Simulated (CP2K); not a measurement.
Two runs for the C K edge of 4-trifluoromethylpyridine. Run A: CP2K XAS_TDP, all-electron GAPW, PBEh(45%), aug-cc-pVDZ, TDA, no relativity. Run B differs in one setting.

First lines with a strength over 0.0015. A:

```tsv
atom	energy (eV)	states	strength, one atom
C2 (bonded to C and 3 F)	288.82	1	0.0394
	290.06	1	0.0872
	291.12	1	0.0024
	291.78	1	0.0279
	291.82	1	0.0537
C5 (bonded to 3 C)	281.45	1	0.0501
	286.17	1	0.0016
	286.91	1	0.0109
	287.24	1	0.0018
	287.26	1	0.0024
C6 (bonded to 2 C and H)	281.28	1	0.0504
	282.90	1	0.0022
	285.01	1	0.0124
	286.05	1	0.0037
	286.49	1	0.0040
C7 (bonded to C, N and H), 2 alike	281.67	1	0.0552
	283.52	1	0.0019
	285.55	1	0.0125
	286.62	1	0.0028
	287.13	1	0.0031
```

B:

```tsv
atom	energy (eV)	states	strength, one atom
C2 (bonded to C and 3 F)	295.60	1	0.0385
	296.84	1	0.0852
	297.90	1	0.0024
	298.56	1	0.0272
	298.60	1	0.0524
C5 (bonded to 3 C)	287.05	1	0.0491
	291.78	1	0.0015
	292.51	1	0.0107
	292.85	1	0.0018
	292.87	1	0.0024
C6 (bonded to 2 C and H)	287.12	1	0.0494
	288.74	1	0.0022
	290.85	1	0.0122
	291.89	1	0.0036
	292.33	1	0.0039
C7 (bonded to C, N and H), 2 alike	287.49	1	0.0541
	289.35	1	0.0019
	291.38	1	0.0123
	292.45	1	0.0028
	292.96	1	0.0030
```

Q: Which was it: the basis, the functional, GW2X switched on, scalar relativity switched on?

GW2X switched on. GW2X shifts an atom's lines together and keeps their spacings. Against PBEh(45%) in aug-cc-pVDZ, the leading lines move by +6.78 eV (C2, to 295.60), +5.60 eV (C5, to 287.05), +5.84 eV (C6, to 287.12) and +5.82 eV (C7, to 287.49).

[Banner, clock and machine lines of the logs are left out without a mark of their own.]

[Logs are printed without paths, hosts, clocks, repeated set-up lines and the standing remarks that a program may print on its own settings, such as how far it seeks lower states.]

[Hosts, paths, dates, database ids (printed as entryN), source tags and the programs' standing remarks are cut or masked in the printed files.]
